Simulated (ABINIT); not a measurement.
# Nb (Im-3m): from the cell to the phonon bands

How does Nb (Im-3m) vibrate, and is this structure a minimum?

Calculated with ABINIT 10.8.3; DFT PBEsol, scalar-relativistic, plane waves, PseudoDojo norm-conserving pseudopotentials.

The database entry behind the starting cell differs from later determinations by our own check (about 0.8 % long, hydrogen-cycled sample), so it need not match the best structure at ambient conditions.

### Step 1. The structure

Symmetry: Im-3m, No. 229, cubic system. Conventional cell: a = 3.328 Å, b = 3.328 Å, c = 3.328 Å, α = 90.00°, β = 90.00°, γ = 90.00°. Nearest to Nb lie 8 Nb at 2.88 Å.

### Step 2. A probe with smearing

A first run with smearing and empty bands tells whether the crystal has a gap, which decides between fixed occupations and smearing later on.

File probe.abi:

```
# ground state
tolvrs 1.0d-08
prtden 1
prtwf 1

# basis, mesh and filling
ecut 37.0
ngkpt 8 8 8
nshiftk 1
shiftk 0.0 0.0 0.0
istwfk *1
occopt 7
tsmear 0.005
nband 12
nstep 100
diemac 9.0
prtebands 0
prtgsr 0

# cell and atoms
acell 5.446277508 5.446277508 5.446277508
rprim 
    -0.5773502692 0.5773502692 0.5773502692
    0.5773502692 -0.5773502692 0.5773502692
    0.5773502692 0.5773502692 -0.5773502692
ntypat 1
znucl 41
natom 1
typat 1
xred 
    0.0 0.0 0.0
pp_dirpath "./pseudo"
pseudos "Nb.upf"
```

Run with:

```console
$ OMP_NUM_THREADS=1 mpirun -n 4 abinit probe.abi > probe.log
```

Numbers of over 12 decimals in the logs are rounded to 6 here.

probe.abo, the main output file:

```text
[banners, grids, parts of the stress and lines that vanish by symmetry left out]
- input  file    -> probe.abi
- output file    -> probe.abo
- root for input  files -> probei
[...]
Symmetries : space group Im -3 m (#229); Bravais cI (body-center cubic)
[...]
mpw =        1409          nfft =       27000          nkpt =          29
[...]
== DATASET  1 ==================================================================
[...]
cutoff_energies: {ecut:  37.0, pawecutdg:  -1.0, }
[...]
ETOT  1  -62.218811732230    -6.222E+01 1.637E-01 7.614E+01
 ETOT  2  -62.249116220821    -3.030E-02 7.249E-03 1.320E+01
 ETOT  3  -62.252143722842    -3.028E-03 4.869E-04 2.759E-03
 ETOT  4  -62.252144706085    -9.832E-07 2.483E-04 3.247E-05
 ETOT  5  -62.252144712758    -6.673E-09 7.441E-05 1.040E-07
 ETOT  6  -62.252144712778    -2.018E-11 3.535E-05 2.487E-10
 At SCF step    6       vres2   =  2.49E-10 < tolvrs=  1.00E-08 =>converged.
[...]
sigma(1 1)=  2.90208031E-04  sigma(3 2)=  0.00000000E+00
  sigma(2 2)=  2.90208031E-04  sigma(3 1)=  0.00000000E+00
  sigma(3 3)=  2.90208031E-04  sigma(2 1)=  0.00000000E+00
[...]
convergence: {deltae: -2.018E-11, res2:  2.487E-10, residm:  3.535E-05, diffor: null, }
etotal    :  -6.22521447E+01
[...]
sigma(1 1)=  2.90208031E-04  sigma(3 2)=  0.00000000E+00
  sigma(2 2)=  2.90208031E-04  sigma(3 1)=  0.00000000E+00
  sigma(3 3)=  2.90208031E-04  sigma(2 1)=  0.00000000E+00
[...]
- sigma(1 1)=  8.53821506E+00  sigma(3 2)=  0.00000000E+00
- sigma(2 2)=  8.53821506E+00  sigma(3 1)=  0.00000000E+00
- sigma(3 3)=  8.53821506E+00  sigma(2 1)=  0.00000000E+00
[...]
fcart     -0.0000000000E+00 -0.0000000000E+00 -0.0000000000E+00
           strten      2.9020803124E-04  2.9020803124E-04  2.9020803124E-04
================================================================================

[key lines of the parts left out:]
pressure_GPa:  -8.5382E+00
```

It took 4.4 s on 4 MPI ranks of Intel Xeon 6975P-C (Granite Rapids), shared host; 16 s of CPU time.

Numbers from this step:

| Property | Result |
| --- | --- |
| volume per atom | 18.43 Å³ |
| pressure | -8.538 GPa |
| gap on the k-mesh | 0 eV |

No gap opens on this mesh, so smearing is kept; the printed pressure holds the stress of the finite basis too.

### Step 3. Relaxation

The harmonic expansion needs vanishing forces, and a free crystal bears no stress, so cell and atoms are brought to rest. Stress is more sensitive to the basis than forces are: the last 3 Ha under the cutoff are smoothed with ecutsm, and the cutoff is raised above that of the later runs.

File relax.abi:

```
# relaxation
ionmov 2
optcell 2
dilatmx 1.08
ntime 40
tolmxf 1.0d-05
tolvrs 1.0d-14
prtwf 0
prtden 0
chksymtnons 0

# basis, mesh and filling
ecut 46.0
ecutsm 3.0
ngkpt 12 12 12
nshiftk 1
shiftk 0.0 0.0 0.0
istwfk *1
occopt 7
tsmear 0.01
nband 12
nstep 100
diemac 1000000.0
prtebands 0
prtgsr 0

# cell and atoms
acell 5.446277508 5.446277508 5.446277508
rprim 
    -0.5773502692 0.5773502692 0.5773502692
    0.5773502692 -0.5773502692 0.5773502692
    0.5773502692 0.5773502692 -0.5773502692
ntypat 1
znucl 41
natom 1
typat 1
xred 
    0.0 0.0 0.0
pp_dirpath "./pseudo"
pseudos "Nb.upf"
```

Run with:

```console
$ OMP_NUM_THREADS=1 mpirun -n 4 abinit relax.abi > relax.log
```

relax.abo, the main output file:

```text
[banners, grids, parts of the stress and lines that vanish by symmetry left out]
- input  file    -> relax.abi
- output file    -> relax.abo
- root for input  files -> relaxi
[...]
Symmetries : space group Im -3 m (#229); Bravais cI (body-center cubic)
[...]
mpw =        2382          nfft =       46656          nkpt =          72
[...]
== DATASET  1 ==================================================================
[...]
cutoff_energies: {ecut:  46.0, pawecutdg:  -1.0, }
[...]
ETOT  1  -62.217044338461    -6.222E+01 1.778E-01 1.305E+02
 ETOT  2  -62.249987215351    -3.294E-02 1.914E-02 1.774E+01
 ETOT  3  -62.252358402528    -2.371E-03 2.175E-03 1.557E-03
 ETOT  4  -62.252359096501    -6.940E-07 2.357E-03 5.188E-05
 ETOT  5  -62.252359102247    -5.747E-09 1.748E-04 1.272E-07
[...]
At SCF step    8       vres2   =  2.06E-15 < tolvrs=  1.00E-14 =>converged.
[...]
sigma(1 1)=  2.84493232E-04  sigma(3 2)=  0.00000000E+00
  sigma(2 2)=  2.84493232E-04  sigma(3 1)=  0.00000000E+00
  sigma(3 3)=  2.84493232E-04  sigma(2 1)=  0.00000000E+00
[...]
convergence: {deltae: -1.350E-13, res2:  2.059E-15, residm:  1.815E-04, diffor: null, }
etotal    :  -6.22523591E+01
[...]
ETOT  1  -62.251176866744    -6.225E+01 1.472E+01 1.526E+01
[...]
At SCF step    8       vres2   =  2.85E-16 < tolvrs=  1.00E-14 =>converged.
[...]
sigma(1 1)=  1.44512113E-04  sigma(3 2)=  0.00000000E+00
  sigma(2 2)=  1.44512113E-04  sigma(3 1)=  0.00000000E+00
  sigma(3 3)=  1.44512113E-04  sigma(2 1)=  0.00000000E+00
[...]
convergence: {deltae: -8.598E-13, res2:  2.854E-16, residm:  8.657E-05, diffor: null, }
etotal    :  -6.22530412E+01
[...]
ETOT  1  -62.251557030531    -6.225E+01 2.796E-02 1.415E+01
[...]
At SCF step    8       vres2   =  1.87E-16 < tolvrs=  1.00E-14 =>converged.
[...]
sigma(1 1)= -9.10959150E-06  sigma(3 2)=  0.00000000E+00
  sigma(2 2)= -9.10959150E-06  sigma(3 1)=  0.00000000E+00
  sigma(3 3)= -9.10959150E-06  sigma(2 1)=  0.00000000E+00
[...]
convergence: {deltae: -4.974E-14, res2:  1.871E-16, residm:  2.133E-05, diffor: null, }
etotal    :  -6.22532521E+01
[...]
ETOT  1  -62.253247267981    -6.225E+01 1.242E-05 4.750E-02
[...]
At SCF step    7       vres2   =  1.25E-16 < tolvrs=  1.00E-14 =>converged.
[...]
sigma(1 1)=  2.48424915E-07  sigma(3 2)=  0.00000000E+00
  sigma(2 2)=  2.48424915E-07  sigma(3 1)=  0.00000000E+00
  sigma(3 3)=  2.48424915E-07  sigma(2 1)=  0.00000000E+00
[...]
convergence: {deltae: -3.553E-13, res2:  1.251E-16, residm:  7.590E-07, diffor: null, }
etotal    :  -6.22532529E+01
[...]
ETOT  1  -62.253252904251    -6.225E+01 4.724E-07 3.357E-05
[...]
ETOT  5  -62.253252908238     1.883E-12 4.643E-07 3.225E-14
 ETOT  6  -62.253252908238    -3.553E-13 1.169E-07 7.198E-17
 At SCF step    6       vres2   =  7.20E-17 < tolvrs=  1.00E-14 =>converged.
[...]
sigma(1 1)=  3.98231189E-10  sigma(3 2)=  0.00000000E+00
  sigma(2 2)=  3.98231189E-10  sigma(3 1)=  0.00000000E+00
  sigma(3 3)=  3.98231191E-10  sigma(2 1)=  0.00000000E+00
[...]
convergence: {deltae: -3.553E-13, res2:  7.198E-17, residm:  1.169E-07, diffor: null, }
etotal    :  -6.22532529E+01
[...]
At Broyd/MD step   5, gradients are converged :
[...]
sigma(1 1)=  3.98231189E-10  sigma(3 2)=  0.00000000E+00
  sigma(2 2)=  3.98231189E-10  sigma(3 1)=  0.00000000E+00
  sigma(3 3)=  3.98231191E-10  sigma(2 1)=  0.00000000E+00
[...]
- sigma(1 1)=  1.17163661E-05  sigma(3 2)=  0.00000000E+00
- sigma(2 2)=  1.17163661E-05  sigma(3 1)=  0.00000000E+00
- sigma(3 3)=  1.17163661E-05  sigma(2 1)=  0.00000000E+00
[...]
fcart     -0.0000000000E+00 -0.0000000000E+00 -0.0000000000E+00
           strten      3.9823118934E-10  3.9823118934E-10  3.9823119108E-10
================================================================================

[key lines of the parts left out:]
pressure_GPa:  -1.1716E-05
Total energy (etotal) [Ha]= -6.22532529082383E+01
```

Wall time 53 s (4 MPI ranks).

The steps of the relaxation:

| step | energy less that of the first step (eV) | largest force (eV/Å) | volume (Å³) |
| --- | --- | --- | --- |
| 1 | 0.0000 | 0.0000 | 18.43 |
| 2 | -0.0186 | 0.0000 | 17.96 |
| 3 | -0.0243 | 0.0000 | 17.51 |
| 4 | -0.0243 | 0.0000 | 17.54 |
| 5 | -0.0243 | 0.0000 | 17.53 |

| conventional cell, symmetrised | before | after | change |
| --- | --- | --- | --- |
| a (Å) | 3.328 | 3.273 | -1.6 % |
| b (Å) | 3.328 | 3.273 | -1.6 % |
| c (Å) | 3.328 | 3.273 | -1.6 % |
| volume (Å³/atom) | 18.43 | 17.53 | -4.8 % |

The relaxed structure:

```
Nb
1.0
    -1.63661    1.63661    1.63661
     1.63661   -1.63661    1.63661
     1.63661    1.63661   -1.63661
Nb
1
Direct
  0.00000 0.00000 0.00000
```

This step gave:

| Quantity | Value |
| --- | --- |
| volume per atom | 17.53 Å³ |
| pressure | -1.17e-5 GPa |

The volume changes by -4.8 % in this run and stands -4.8 % from the first cell.

### Step 4. Ground state

The response is built on these wavefunctions, so the potential is converged far more tightly than an energy would need. Smearing stays on, as the first look found no gap above 0.3 eV.

File gs.abi:

```
# ground state
tolvrs 1.0d-16
prtden 1
prtwf 1

# basis, mesh and filling
ecut 37.0
ngkpt 12 12 12
nshiftk 1
shiftk 0.0 0.0 0.0
istwfk *1
occopt 7
tsmear 0.01
nband 12
nstep 100
diemac 1000000.0
prtebands 0
prtgsr 0

# cell and atoms
acell 5.356788305 5.356788305 5.356788305
rprim 
    -0.5773502692 0.5773502692 0.5773502692
    0.5773502692 -0.5773502692 0.5773502692
    0.5773502692 0.5773502692 -0.5773502692
ntypat 1
znucl 41
natom 1
typat 1
xred 
    0.0 0.0 0.0
pp_dirpath "./pseudo"
pseudos "Nb.upf"
```

Run with:

```console
$ OMP_NUM_THREADS=1 mpirun -n 4 abinit gs.abi > gs.log
```

gs.abo, the main output file:

```text
[banners, grids, parts of the stress and lines that vanish by symmetry left out]
- input  file    -> gs.abi
- output file    -> gs.abo
- root for input  files -> gsi
[...]
Symmetries : space group Im -3 m (#229); Bravais cI (body-center cubic)
[...]
mpw =        1286          nfft =       27000          nkpt =          72
[...]
== DATASET  1 ==================================================================
[...]
cutoff_energies: {ecut:  37.0, pawecutdg:  -1.0, }
[...]
ETOT  1  -62.221838664399    -6.222E+01 1.775E-01 6.807E+01
 ETOT  2  -62.251240974618    -2.940E-02 1.894E-02 8.321E+00
 ETOT  3  -62.253090863446    -1.850E-03 2.774E-03 1.481E-03
 ETOT  4  -62.253091747621    -8.842E-07 8.940E-04 3.195E-05
 ETOT  5  -62.253091753579    -5.958E-09 1.374E-04 9.497E-08
 ETOT  6  -62.253091753597    -1.752E-11 1.325E-04 1.248E-10
 ETOT  7  -62.253091753599    -2.309E-12 8.405E-05 1.958E-13
 ETOT  8  -62.253091753600    -1.307E-12 1.438E-04 9.809E-16
 ETOT  9  -62.253091753599     1.080E-12 8.478E-05 5.425E-19
 At SCF step    9       vres2   =  5.42E-19 < tolvrs=  1.00E-16 =>converged.
[...]
sigma(1 1)=  1.99652741E-05  sigma(3 2)=  0.00000000E+00
  sigma(2 2)=  1.99652741E-05  sigma(3 1)=  0.00000000E+00
  sigma(3 3)=  1.99652741E-05  sigma(2 1)=  0.00000000E+00
[...]
convergence: {deltae:  1.080E-12, res2:  5.425E-19, residm:  8.478E-05, diffor: null, }
etotal    :  -6.22530918E+01
[...]
sigma(1 1)=  1.99652741E-05  sigma(3 2)=  0.00000000E+00
  sigma(2 2)=  1.99652741E-05  sigma(3 1)=  0.00000000E+00
  sigma(3 3)=  1.99652741E-05  sigma(2 1)=  0.00000000E+00
[...]
- sigma(1 1)=  5.87398645E-01  sigma(3 2)=  0.00000000E+00
- sigma(2 2)=  5.87398645E-01  sigma(3 1)=  0.00000000E+00
- sigma(3 3)=  5.87398645E-01  sigma(2 1)=  0.00000000E+00
[...]
fcart     -0.0000000000E+00 -0.0000000000E+00 -0.0000000000E+00
           strten      1.9965274144E-05  1.9965274144E-05  1.9965274144E-05
================================================================================

[key lines of the parts left out:]
pressure_GPa:  -5.8740E-01
```

Run time: 8.7 s. Hardware: 4 MPI ranks.

This step gave:

| Quantity | Value |
| --- | --- |
| pressure | -0.5874 GPa |

The cell stands at -0.59 GPa: the relaxation ran with a smoothed and higher cutoff, and the difference is a stress of the finite basis.

[end of part 1 of 3]

[Host names and launcher messages were left out of these logs when they were recorded.]

[Logs are printed without paths, hosts, clocks, repeated set-up lines and the standing remarks that a program may print on its own settings, such as how far it seeks lower states.]

[Hosts, paths, dates, database ids (printed as entryN), source tags and the programs' standing remarks are cut or masked in the printed files.]
